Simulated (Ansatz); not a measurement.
**NaInF3: complex band structure**

A new crystal, NaInF3: structure, gap and complex bands. It is built by putting Na for Cs in the CsInF3 structure of space group Fm-3m, with the volume rescaled by atomic radii. The parent structure comes from the Materials Project.

Main program and level: Ansatz 0.2.0; r2SCAN DFT, plane waves, PAW files, in the first sound run; inputs show where later runs differ.

Most raw output is cut from this account.

The structure was built from a prototype and need not be the compound's stable phase.

## (1) Starting point

The structure is cubic, space group Fm-3m (No. 225). The conventional cell has a = 8.383 Å, b = 8.383 Å, c = 8.383 Å, α = 90.00°, β = 90.00°, γ = 90.00°. Nearest to Na lie 12 F at 2.97 Å. Nearest to In lie 6 F at 2.32 Å. Nearest to In lie 6 F at 1.87 Å. F has 2 In at 1.87 to 2.32 Å nearest. It derives from CsInF3. Na for Cs in the CsInF3 structure of space group Fm-3m. Farther neighbours and most contacts between anions are not listed.

## (2) Cell and atoms at rest

The substituted atoms don't fit the parent's cell, so cell and atoms relax together. A small smearing keeps the run stable in case the gap closes on the way.

File input.yaml:

```yaml
crystal:
  lattice:
    - [0.0, 4.1912689018, 4.1912689018]
    - [4.1912689018, 0.0, 4.1912689018]
    - [4.1912689018, 4.1912689018, 0.0]
  atoms:
    - { symbol: Na, position: [0.25, 0.25, 0.25] }
    - { symbol: Na, position: [0.75, 0.75, 0.75] }
    - { symbol: In, position: [0.5, 0.5, 0.5] }
    - { symbol: In, position: [0.0, 0.0, 0.0] }
    - { symbol: F, position: [0.22295747, 0.22295747, 0.77704253] }
    - { symbol: F, position: [0.22295747, 0.77704253, 0.77704253] }
    - { symbol: F, position: [0.77704253, 0.77704253, 0.22295747] }
    - { symbol: F, position: [0.22295747, 0.77704253, 0.22295747] }
    - { symbol: F, position: [0.77704253, 0.22295747, 0.77704253] }
    - { symbol: F, position: [0.77704253, 0.22295747, 0.22295747] }
kpoints:
  mp_grid: { grid: [4, 4, 4] }
scf:
  occupations: { method: gaussian, width: 0.03 }
hamiltonian:
  xc: r2scan
output:
  forces: true
  stress: true
relax:
  f_tol: 0.02
  max_steps: 60
  cell: {}
```

Started as:

```bash
> ansatz run input.yaml --threads 2 --pin off --max-ram 4096MiB --backend cpu --events-out ev --progress --plain --runs-dir out
```

Run time: 21 s. Hardware: 2 threads of Intel Xeon 6975P-C (Granite Rapids), shared host; peak memory 1 GiB; 39 s of CPU time.

The steps of the relaxation:

```
step  energy less that of the first step (eV)  largest force component (eV/Å)  pressure (GPa)  volume (Å³)
   1                                   0.0000                          4.4249           26.84       147.25
   2                                  -2.8005                          0.9636            6.59       170.05
   3                                  -3.0845                          0.3184            1.97       180.65
   4                                  -3.1178                          0.0488            0.25       185.29
   5                                  -3.1182                          0.0046            0.01       185.90
  6*                                  -3.1364                          0.0043            0.08       185.90
   7                                  -3.1363                          0.0016            0.01       186.18
  8*                                  -3.1363                          0.0015            0.01       186.18
```

Relaxation steps marked * repeat the geometry before them on a plane-wave basis chosen anew for their cell, so energy and pressure can jump there.

Forces are held to the 48 operations that the run works with; a distortion that breaks them can't arise in this run.

```
conventional cell, symmetrised  before  after   change
                         a (Å)   8.383  9.064   +8.1 %
                         b (Å)   8.383  9.064   +8.1 %
                         c (Å)   8.383  9.064   +8.1 %
              volume (Å³/atom)   14.73  18.62  +26.4 %
```

The atoms that moved most (Å, as changes of fractional coordinates times the final cell):

```
atom      dx      dy      dz  length
  F6  -0.053   0.000   0.000   0.053
  F7   0.000   0.000  -0.053   0.053
  F9   0.000  -0.053   0.000   0.053
 F10   0.053   0.000   0.000   0.053
  F5   0.000   0.000   0.053   0.053
  F8   0.000   0.053   0.000   0.053
```

Numbers from this step:

| Property | Result |
| --- | --- |
| free energy | -19066.4140 eV |
| Fermi energy | 5.060 eV |
| pressure | 0.008290 GPa |

The largest force component on a free atom ends at 0.0015 eV/Å.

## (3) Band edges

The energy window and the wavevectors of the next steps follow from the band edges, so these are searched first, off the mesh as well.

File input.yaml:

```yaml
crystal:
  lattice:
    - [0.0, 4.5321290817, 4.5321290817]
    - [4.5321290817, 0.0, 4.5321290817]
    - [4.5321290817, 4.5321290817, 0.0]
  atoms:
    - { symbol: Na, position: [0.25, 0.25, 0.25] }
    - { symbol: Na, position: [0.75, 0.75, 0.75] }
    - { symbol: In, position: [0.5, 0.5, 0.5] }
    - { symbol: In, position: [0.0, 0.0, 0.0] }
    - { symbol: F, position: [0.2288287758, 0.2288287758, 0.7711712242] }
    - { symbol: F, position: [0.2288287758, 0.7711712242, 0.7711712242] }
    - { symbol: F, position: [0.7711712242, 0.7711712242, 0.2288287758] }
    - { symbol: F, position: [0.2288287758, 0.7711712242, 0.2288287758] }
    - { symbol: F, position: [0.7711712242, 0.2288287758, 0.7711712242] }
    - { symbol: F, position: [0.7711712242, 0.2288287758, 0.2288287758] }
kpoints:
  mp_grid: { grid: [6, 6, 6] }
  band_path: { path: [VBM, CBM], npoints: 30 }
scf:
  occupations: { method: fixed }
hamiltonian:
  xc: r2scan
output:
  eigenvalues: true
  write_potential: true
  write_density: true
  volumetric_format: npy
  elf: true
```

The job ended after 12 s (2 threads; peak memory 0.96 GiB; 24 s of CPU time).

Numbers from this step:

| Item | Value |
| --- | --- |
| free energy | -19066.4141 eV |
| Fermi energy | 4.143 eV |
| gap on the k-mesh | 1.823 eV |
| gap on path | 1.813 eV, by band count; negative where bands overlap |
| direct gap on path | 2.225 eV |
| edge places on path | 0, 1.096 1/A along the path |

Electronic bands along the path, in eV, zero at the Fermi level (highest filled level under fixed occupations); v1 is the highest filled band, c1 the lowest empty one:

```
  point     v4     v3     v2     v1    c1    c2    c3    c4
    VBM  -4.71  -4.64  -4.64   0.01  2.89  3.21  3.21  5.61
halfway  -4.63  -4.60  -4.56  -0.70  2.29  3.87  4.70  4.79
    CBM  -4.62  -4.60  -4.60  -0.40  1.82  3.88  4.93  5.04
```

Valence density in the ac plane of the conventional cell at fractional y = 0.000, with atoms of In and F within 0.2 Å of it. It is the smooth field of the valence electrons, not physical close to the nuclei.

Values in units of 1e0 e/Å³, 13 rows by 16 columns, each cell a mean:
```
5.4 1.1 0.8 4.6 2.9 0.3 0.6 3.9 5.2 1.1 0.2 1.6 5.2 1.5 0.6 4.0
0.8 0.2 0.1 0.2 0.1 0.1 0.1 0.3 0.4 0.2 0.1 0.1 0.2 0.1 0.2 0.6
6.8 0.9 0.1 0.0 0.0 0.0 0.2 1.5 2.2 0.4 0.0 0.0 0.0 0.0 0.4 4.7
4.3 0.6 0.1 0.0 0.0 0.0 0.4 5.7 8.3 1.1 0.1 0.0 0.0 0.0 0.3 2.9
0.3 0.1 0.0 0.1 0.1 0.1 0.2 1.0 1.3 0.3 0.1 0.1 0.1 0.0 0.1 0.3
3.1 0.7 0.2 0.9 2.7 0.9 0.4 2.4 3.2 0.7 0.5 2.4 1.5 0.2 0.4 2.4
8.6 1.8 0.3 2.9 9.8 2.7 0.9 6.6 8.9 1.8 1.3 8.6 5.4 0.4 0.8 6.4
1.7 0.4 0.1 0.4 1.2 0.5 0.3 1.3 1.7 0.4 0.3 1.0 0.7 0.1 0.3 1.3
0.5 0.2 0.0 0.0 0.0 0.0 0.2 1.8 2.6 0.5 0.1 0.0 0.0 0.0 0.1 0.4
6.5 0.9 0.1 0.0 0.0 0.0 0.4 5.6 8.1 1.0 0.1 0.0 0.0 0.0 0.4 4.4
4.7 0.7 0.1 0.0 0.0 0.0 0.1 0.7 1.0 0.2 0.0 0.0 0.0 0.0 0.3 3.3
0.9 0.3 0.2 0.4 0.3 0.1 0.2 0.6 0.8 0.3 0.1 0.2 0.4 0.2 0.2 0.7
7.5 1.5 1.1 6.9 4.3 0.4 0.7 5.4 7.3 1.5 0.3 2.4 7.8 2.2 0.8 5.5
```
Columns run along a (9.1 Å), rows up along c (9.1 Å), edges of the conventional cell, whose origin can differ from the input's. Atoms in or near the plane, at fractional coordinates: In at (0.50, 0.00), In at (0.00, 0.50), In at (0.00, 0.00), In at (0.50, 0.50), F at (0.00, 0.23), F at (0.50, 0.73), F at (0.77, 0.00), F at (0.27, 0.50), F at (0.50, 0.27), F at (0.00, 0.77), F at (0.23, 0.00), F at (0.73, 0.50).

ELF in the ac plane of the conventional cell at fractional y = 0.000, with atoms of In and F within 0.2 Å of it. It is the smooth field of the valence electrons, not physical close to the nuclei.

Ten even steps from '_' (0.00) to '@' (0.79), each cell a mean:
```
__..::==@@%%@@@@==..--..____::::::##@@%%@@**::..__
..::..::##@@@@##::..----::::--::..++@@@@%%==..::..
::::..__--++**--__..::::::::::..__::++**==..__..::
%%##==..__....______....::::..______....____::++##
%%@@##--__________..==##%%%%**::__________..++@@@@
##@@%%==__________--%%@@%%@@@@**..________::**@@%%
@@@@**::__________==%%@@##%%@@**..________..==%%@@
++==::____________::**@@@@@@%%==____________..--++
......____..----..__::==++==--..__::--::____......
----::....++%%##++......::....__--##%%##--..::----
..::--..--%%@@@@%%--....__..::..**@@@@@@**..::--..
__..--..==@@%%##@@==::______..::##%%##@@##::::::__
__..--..==@@@@%%@@--::..____..::##@@%%@@##..::::__
::----..::##@@@@##::..::....::..++%%@@@@==..::--::
::::::....--**++--__....::::..__..==**++..__::::::
::....______....____==##%%##++::____....______..::
%%##==..__________--%%@@%%@@@@++..__________::**%%
%%@@%%--__________==%%@@##%%@@**::________..**@@@@
##@@%%==__________::##@@@@@@%%==..________::**@@%%
@@@@**::____________::==++++--..____________==%%@@
++==::__..----..____............____::--::__..--==
........++%%%%++....::--------::..--##%%**--......
__....--%%@@@@%%--..--::....--::..**@@@@@@**..::..
____::==@@##%%@@==..--..____::::::##@@##%%##::..__
```
Columns run along a (9.1 Å), rows up along c (9.1 Å), edges of the conventional cell, whose origin can differ from the input's. Atoms in or near the plane, at fractional coordinates: In at (0.50, 0.00), In at (0.00, 0.50), In at (0.00, 0.00), In at (0.50, 0.50), F at (0.00, 0.23), F at (0.50, 0.73), F at (0.77, 0.00), F at (0.27, 0.50), F at (0.50, 0.27), F at (0.00, 0.77), F at (0.23, 0.00), F at (0.73, 0.50).

Electrostatic potential energy in the ac plane of the conventional cell at fractional y = 0.000, with atoms of In and F within 0.2 Å of it. With pseudopotentials it is smooth inside the atoms' cores, unlike the true potential.

Values in eV, 13 rows by 16 columns, each cell a mean:
```
-34 -16  -1 -23 -14   5  -7 -31 -34 -15   4  -5 -25  -7  -8 -32
 -7   3   7   8   8   8   5  -1  -3   3   7   8   8   7   4  -4
-32   0   8   8   8   8   8  -5 -10   6   8   8   8   8   6 -25
-21   4   8   8   8   8   6 -29 -36  -1   8   8   8   8   7 -14
  2   5   7   8   8   8   6  -4  -8   4   7   8   8   8   6   3
-28 -10   5   1 -13   0  -4 -25 -28 -11   2 -11  -4   6  -3 -25
-38 -22   3 -16 -38 -17 -13 -36 -37 -23  -8 -37 -28   4 -12 -37
-20  -5   6   6  -2   4  -1 -17 -21  -6   5  -1   3   7   0 -16
  3   7   8   8   8   8   7  -9 -15   4   8   8   8   8   7   4
-30   2   8   8   8   8   6 -28 -35  -1   8   8   8   8   7 -23
-25   3   8   8   8   8   8   1  -2   7   8   8   8   8   7 -18
-12  -1   6   6   7   7   3  -8 -10   0   7   8   6   7   2  -9
-36 -20  -5 -32 -23   5 -10 -35 -37 -19   3 -12 -34 -13 -11 -35
```
Columns run along a (9.1 Å; values clipped at the 3rd and 97th percentile), rows up along c (9.1 Å), edges of the conventional cell, whose origin can differ from the input's. Atoms in or near the plane, at fractional coordinates: In at (0.50, 0.00), In at (0.00, 0.50), In at (0.00, 0.00), In at (0.50, 0.50), F at (0.00, 0.23), F at (0.50, 0.73), F at (0.77, 0.00), F at (0.27, 0.50), F at (0.50, 0.27), F at (0.00, 0.77), F at (0.23, 0.00), F at (0.73, 0.50).

The searched edges give 1.81 eV, against 1.82 eV on the mesh.

## (4) Complex bands

This step: r2SCAN DFT, plane waves, PAW files; complex bands by layer matching along the plane's normal (Ansatz 0.2.0).

The same crystal is laid in a cell whose first two vectors span the (111) plane (indices of the standard conventional cell, whose axes can be ordered otherwise than in the bulk input). At fixed energy and wavevector in the plane the solver finds all kz, real and complex. A few wavevectors are listed, (0, 0) and (-0.5, -0.5) in units of the plane's reciprocal vectors; the slowest state needn't be among them.

File input.yaml:

```yaml
crystal:
  lattice:
    - [6.409398414, 0.0, 0.0]
    - [3.204699207, 5.550701849, 0.0]
    - [3.204699207, 1.85023395, 5.233251891]
  atoms:
    - { symbol: Na, position: [0.75, 0.75, 0.75] }
    - { symbol: Na, position: [0.25, 0.25, 0.25] }
    - { symbol: In, position: [0.5, 0.5, 0.5] }
    - { symbol: In, position: [0.0, 0.0, 0.0] }
    - { symbol: F, position: [0.7711712242, 0.2288287758, 0.2288287758] }
    - { symbol: F, position: [0.2288287758, 0.2288287758, 0.7711712242] }
    - { symbol: F, position: [0.2288287758, 0.7711712242, 0.7711712242] }
    - { symbol: F, position: [0.2288287758, 0.7711712242, 0.2288287758] }
    - { symbol: F, position: [0.7711712242, 0.2288287758, 0.7711712242] }
    - { symbol: F, position: [0.7711712242, 0.7711712242, 0.2288287758] }
kpoints:
  mp_grid: { grid: [6, 6, 6] }
scf:
  occupations: { method: fixed }
hamiltonian:
  xc: r2scan
output:
  eigenvalues: true
  transmission:
    leads: [[0, 0]]
    kpoints: [[0.0, 0.0], [-0.5, -0.5]]
    e_range: [-1.0, 2.81]
    de: 0.06
```

It took 66 s on 2 threads; peak memory 1.9 GiB.

Numbers from this step:

```
level to which the leads are filled                       : 0.9117 eV from the Fermi level
decay constant at the filling level, zone centre          : 0.2001 Å⁻¹
decay constant at the filling level, slowest listed point : 0.2001 Å⁻¹
```

K parallel (0, 0); values up to 1.5 1/Å, a degenerate pair printed once or twice; energies at which all values exceed this have no row. Table of Im kz of the slowest decaying states by energy, zero at the highest filled level on the SCF mesh:

```
energy (eV)  decay 1 (Å⁻¹)  decay 2 (Å⁻¹)  decay 3 (Å⁻¹)  decay 4 (Å⁻¹)
    -1.0000          0.675          0.869          0.976           1.18
    -0.7600          0.680          0.861          0.966           1.20
    -0.5200          0.684          0.852          0.954           1.22
    -0.2200          0.114          0.687          0.841          0.937
     0.0200          0.161          0.688          0.831          0.921
     0.2600          0.187          0.688          0.822          0.904
     0.5000          0.200          0.686          0.812          0.884
     0.7400          0.204          0.684          0.804          0.861
     0.9800          0.198          0.680          0.799          0.831
     1.2200          0.182          0.674          0.797           1.36
     1.5200          0.142          0.666          0.771           1.36
     1.7600         0.0694          0.658          0.749           1.34
     2.0000          0.649          0.724           1.31           1.33
     2.2400          0.638          0.696           1.29           1.31
     2.4800          0.626          0.663           1.26           1.33
     2.7200          0.612          0.624           1.24           1.29
```

K parallel (-0.5, -0.5); values up to 1.5 1/Å, a degenerate pair printed once or twice; energies at which all values exceed this have no row. The Im kz of the slowest decaying states by energy, zero at the highest filled level on the SCF mesh:

```
energy (eV)  decay 1 (Å⁻¹)  decay 2 (Å⁻¹)  decay 3 (Å⁻¹)  decay 4 (Å⁻¹)
      -1.00          0.453          0.756           1.08           1.19
      -0.82          0.400          0.447          0.759           1.08
      -0.64          0.303          0.460          0.762           1.08
      -0.46          0.156          0.458          0.763           1.08
      -0.22          0.449          0.763           1.08           1.13
      -0.04          0.439          0.762           1.08           1.11
       0.02          0.127          0.435          0.761           1.08
       0.14          0.223          0.426          0.759           1.09
       0.32          0.296          0.411          0.755           1.08
       0.50          0.340          0.393          0.750           1.06
       0.68          0.369          0.372          0.744           1.05
       0.92          0.338          0.392          0.733           1.03
       1.10          0.308          0.402          0.724           1.02
       1.28          0.271          0.405          0.712           1.01
       1.46          0.225          0.404          0.700          0.993
       1.64          0.163          0.398          0.686          0.978
       1.82         0.0200          0.388          0.670          0.962
       2.00          0.372          0.652          0.945           1.04
       2.24          0.342          0.626          0.920           1.04
       2.42          0.310          0.603          0.901           1.03
       2.60          0.264          0.579          0.881           1.03
       2.78          0.181          0.551          0.859           1.02
```

At the listed wavevectors the last open channel is at -0.04 eV and the next at +1.88 eV on the grid. At +0.92 eV, the grid energy nearest the filling level (the middle of the gap on the SCF mesh), the slowest state at the listed wavevectors decays with κ = 0.200 Å⁻¹, its amplitude falling by e over 5.0 Å. Through 1 nm of this crystal that state's transmission falls by exp(−2 × 0.200 Å⁻¹ × 10 Å) = 0.018.

## (5) Decay over the two-dimensional zone

The listed points could miss the slowest state, so one energy near mid-gap is solved on a mesh of 8×8.

input.yaml, as its differences from that of step 4:

```diff
@@ -24,6 +24,2 @@
   eigenvalues: true
-  transmission:
-    leads: [[0, 0]]
-    kpoints: [[0.0, 0.0], [-0.5, -0.5]]
-    e_range: [-1.0, 2.81]
-    de: 0.06
+  transmission: { leads: [[0, 0]], kmesh: [8, 8], e_range: [0.91, 0.92], de: 0.05 }
```

Run time: 32 s. Hardware: 2 threads; peak memory 1.9 GiB; 63 s of CPU time.

This step gave:

* least decay constant on the mesh: 0.2005 Å⁻¹

Slowest decay constant (1/Å; 0 where a channel is open) over k1 and k2. At 0.9100 eV from the Fermi level.

Ten even steps from '_' (0.201) to '@' (0.432):
```
##@@@@##**====**
@@@@@@==::..::==
####==..____..==
****::______::**
##==..____..==##
@@==::..::==@@@@
##**====**##@@@@
**##@@##**##@@##
```
Columns: k1 (b1) from -0.5 to 0.375; rows upwards: k2 (b2) from -0.5 to 0.375.

The least value on the mesh is 0.201 Å⁻¹ at +0.91 eV. At that energy the listed points give about 0.200 Å⁻¹ by interpolation, so the mesh holds no clearly slower state.

## (6) Band edges at another level, cutoff 420 eV

This step: LDA DFT, plane waves, PAW files (Ansatz 0.2.0).

The edges again with LDA, at the same atoms. Against that run the cutoff is 420 eV against 500.

File input.yaml:

```yaml
crystal:
  lattice:
    - [0.0, 4.5321290817, 4.5321290817]
    - [4.5321290817, 0.0, 4.5321290817]
    - [4.5321290817, 4.5321290817, 0.0]
  atoms:
    - { symbol: Na, position: [0.25, 0.25, 0.25] }
    - { symbol: Na, position: [0.75, 0.75, 0.75] }
    - { symbol: In, position: [0.5, 0.5, 0.5] }
    - { symbol: In, position: [0.0, 0.0, 0.0] }
    - { symbol: F, position: [0.2288287758, 0.2288287758, 0.7711712242] }
    - { symbol: F, position: [0.2288287758, 0.7711712242, 0.7711712242] }
    - { symbol: F, position: [0.7711712242, 0.7711712242, 0.2288287758] }
    - { symbol: F, position: [0.2288287758, 0.7711712242, 0.2288287758] }
    - { symbol: F, position: [0.7711712242, 0.2288287758, 0.7711712242] }
    - { symbol: F, position: [0.7711712242, 0.2288287758, 0.2288287758] }
kpoints:
  mp_grid: { grid: [6, 6, 6] }
  band_path: { path: [VBM, CBM], npoints: 30 }
scf:
  occupations: { method: fixed }
hamiltonian:
  xc: lda
output:
  eigenvalues: true
```

Run time: 7.8 s. Hardware: 2 threads; peak memory 0.53 GiB; 15 s of CPU time.

Numbers from this step:

```
free energy        : -18615.2862 eV
Fermi energy       : 3.657 eV
gap on the k-mesh  : 1.531 eV
gap on path        : 1.520 eV, by band count; negative where bands overlap
direct gap on path : 1.977 eV
```

Electronic bands along the path, in eV, zero at the Fermi level (highest filled level under fixed occupations); v1 is the highest filled band, c1 the lowest empty one:

```
  point     v4     v3     v2     v1    c1    c2    c3    c4
    VBM  -4.12  -3.98  -3.98   0.01  2.56  2.93  2.93  5.24
halfway  -3.97  -3.95  -3.90  -0.77  2.01  3.52  4.32  4.41
    CBM  -3.96  -3.95  -3.95  -0.45  1.53  3.53  4.45  4.76
```

The searched edges give 1.52 eV, against 1.53 eV on the mesh.

(Part 1 of 2 ends here.)

[Logs are printed without paths, hosts, clocks, repeated set-up lines and the standing remarks that a program may print on its own settings, such as how far it seeks lower states.]

[Hosts, paths, dates, database ids (printed as entryN), source tags and the programs' standing remarks are cut or masked in the printed files.]
